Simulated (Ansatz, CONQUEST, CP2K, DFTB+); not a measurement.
# DFTB+ on amorphous carbon (123 atoms): settings against a plane-wave reference, part 2 of 2

Wanted: DFTB+ inputs and outputs for amorphous carbon (123 atoms), checked against a plane-wave reference.

Program: DFTB+ 25.1; the method stands at each step. Banners, paths, timers and routine set-up lines are dropped from the logs unmarked, and long logs keep their key lines alone; longer cuts are marked.

So far, slope of forces against the reference's: step 2 (IPEA1-xTB) 1.23; step 3 (third-order SCC-DFTB tight binding, , setting sk 3ob-3-1) 1.17.

## (4) DFTB mio-1-1

Method: SCC-DFTB tight binding, mio-1-1 parameters, diagonalisation.

The parameter files are exchanged too: slako/ now holds the set mio-1-1.

The input, dftb_in.hsd:

```
Geometry = GenFormat {
  <<< geo.gen
}
Driver = {}
Hamiltonian = DFTB {
  Scc = Yes
  SlaterKosterFiles = Type2FileNames {
    Prefix = "slako/"
    Separator = "-"
    Suffix = ".skf"
  }
  MaxAngularMomentum {
    C = "p"
  }
  SccTolerance = 1e-06
  MaxSccIterations = 300
  Mixer = Broyden { MixingParameter = 0.05 }
  Filling = Fermi { Temperature [K] = 580 }
  KPointsAndWeights = { 0.0 0.0 0.0 1.0 }
}
Analysis {
  PrintForces = Yes
  MullikenAnalysis = Yes
}
ParserOptions { ParserVersion = 14 }
```

The input, geo.gen:

```
123 F
C
[... 127 atom lines left out: the same atoms as in the first run ...]
```

Started as:

```
OMP_NUM_THREADS=1 dftb+ > output.txt
```

The program printed:

```text
Reading input file 'dftb_in.hsd'
Parser version: 14
--------------------------------------------------------------------------------
Reading SK-files:
./slako/C-C.skf
Done.
Processed input in HSD format written to 'dftb_pin.hsd'
Starting initialization...
--------------------------------------------------------------------------------
WARNING!
[... lines left out ...]
--------------------------------------------------------------------------------
***  Geometry step: 0
 iSCC Total electronic   Diff electronic      SCC error
    1   -0.21578709E+03    0.00000000E+00    0.77812312E+00
    2   -0.21589169E+03   -0.21578709E+03    0.61721195E+00
    3   -0.21595421E+03   -0.10459873E+00    0.18347328E+00
[...]
>> Charges saved for restart in charges.bin
[...]
25   -0.21599595E+03   -0.18708477E-07    0.10150329E-05
>> Charges saved for restart in charges.bin
   26   -0.21599595E+03   -0.16010233E-08    0.65031280E-06
Total Energy:                     -208.1867521037 H        -5665.0498 eV
Extrapolated to 0K:               -208.1903217962 H        -5665.1469 eV
Total Mermin free energy:         -208.1938914887 H        -5665.2440 eV
Force related energy:             -208.1938914887 H        -5665.2440 eV
Volume:                              0.919211E+04 au^3   0.136213E+04 A^3
Pressure:                           -0.355087E-03 au    -0.104470E+11 Pa
```

detailed.out:

```text
Fermi distribution function
Calculation with static geometry
********************************************************************************
 iSCC Total electronic   Diff electronic      SCC error
   26   -0.21599595E+03   -0.16010233E-08    0.65031280E-06
********************************************************************************
 Total charge:     0.00000000
 Atomic gross charges (e)
[... lines left out ...]
Fermi level:                        -0.1728340352 H           -4.7031 eV
[... lines left out ...]
Band free energy (E-TS):          -216.9394488396 H        -5903.2228 eV
[... lines left out ...]
Total energy:                     -208.1867521037 H        -5665.0498 eV
[... lines left out ...]
Total Mermin free energy:         -208.1938914887 H        -5665.2440 eV
[... lines left out ...]
SCC converged
Total Forces
[... lines left out ...]
    2     -0.017173971753     -0.084457585975      0.006264540705
[...]
122      0.035449678775      0.069999106397     -0.034324625598
  123      0.034296660347     -0.006030352714     -0.093015257355
Total stress tensor
     -0.000373864516     -0.000063172310     -0.000044614149
     -0.000063172309     -0.000337994793     -0.000057852439
     -0.000044614151     -0.000057852436     -0.000353401501
Total lattice derivs
      0.164055633867      0.027720665897      0.019577152203
      0.027720665641      0.148315627058      0.025386251294
      0.019577153111      0.025386250039      0.155076250442
Maximal derivative component:        0.246755E+00 au
Volume:                              0.919211E+04 au^3
Pressure:                           -0.355087E-03 au    -0.104470E+11 Pa
Warning: dipole moment is not defined absolutely!
Dipole moment:    1.61903408   -0.22562327    4.69346462 au
Dipole moment:    4.11517449   -0.57347719   11.92959810 Debye
```

Wall time 1.2 s (1 thread of Intel Xeon 6975P-C (Granite Rapids), shared host); peak memory 0.11 GiB.

Numbers from this run, and their distance from the reference:

```yaml
r_m_s_force_component: 3.517 eV/Å
r_m_s_difference_of_force_components: 908.4 meV/Å
longest_difference_of_force_vectors: 4706 meV/Å
force_difference_over_r_m_s_force: 33.48 %
slope_of_forces_against_the_reference_s: 1.284
correlation_of_force_components: 0.9906
pressure: -10.45 GPa
pressure_difference: -0.4343 GPa
```

Against the first run (27 %), the force difference from the reference is 33 %, at 0.060 times the CPU time.

## (5) Side by side

Differences are against the plane-wave reference, forces as r.m.s. over components; share is that over the reference's r.m.s. force, slope the least-squares factor from reference forces to these. Total energies of different programs have different zeros and aren't compared.

| run | Δ force, r.m.s. (meV/Å) | share (%) | slope | Δ pressure (GPa) | cores | CPU time | memory (GiB) |
| --- | --- | --- | --- | --- | --- | --- | --- |
| reference | - | - | - | - | 4 | 44 s | 1.7 |
| DFTB+ IPEA1-xTB | 740 | 27.3 | 1.233 | -18.2 | 1 | 20 s | 1 |
| DFTB+ DFTB 3ob-3-1 | 627 | 23.1 | 1.173 | 4.92 | 1 | 1.3 s | 0.11 |
| DFTB+ DFTB mio-1-1 | 908 | 33.5 | 1.284 | -0.434 | 1 | 1.2 s | 0.11 |

CPU time is summed over cores on a shared host, where runs went side by side, so it is rough. Symmetry, cutoffs, thresholds, outputs and thread counts weren't matched or tuned between programs; memory under MPI is the largest rank's times the ranks.

## (6) Summary of results

| Property | Result |
| --- | --- |
| nearest in forces | DFTB+ DFTB 3ob-3-1, 23 % |
| its CPU time | 1.3 s |

Tight binding differs by 23 % (DFTB+ DFTB 3ob-3-1) to 33 % (DFTB+ DFTB mio-1-1); it is another model, with fitted parameters of its own, and the xTB methods hold dispersion. IPEA1-xTB was fitted to ionisation energies and electron affinities, not to forces or charges. Of the electronic-structure runs that take under half the reference's CPU time, DFTB+ DFTB 3ob-3-1 comes nearest, at 23 % in 1.3 s against 44 s; its pressure misses by +4.9 GPa. Periodic xTB results under one method name differ between programs and library versions (DFTB+ here holds tblite 0.3). Forces of 2.7 eV/Å r.m.s. are well above thermal ones: they come largely from the bond lengths of the classical model and from the random displacements, and they dominate the comparison. The quench rate of 500 K/ps is many orders above laboratory rates, so the cell is likely richer in defects and strain than a real sample. The network of bonds at the start is that of the classical potential that made the cell, and needn't be the one that DFT or experiment would give. The reference's pressure of -10 GPa belongs to a cell and atoms that aren't relaxed at this level. The electronic-structure runs sample only Γ, in a cell whose shortest periodic width is 11 Å, which is coarse for a cell with partly filled levels.

[Also dropped from logs without a mark: logging warnings of Python, and SIESTA's first energy breakdown and zero terms.]

[Logs are printed without paths, hosts, clocks, repeated set-up lines and the standing remarks that a program may print on its own settings, such as how far it seeks lower states.]

[Hosts, paths, dates, database ids (printed as entryN), source tags and the programs' standing remarks are cut or masked in the printed files.]
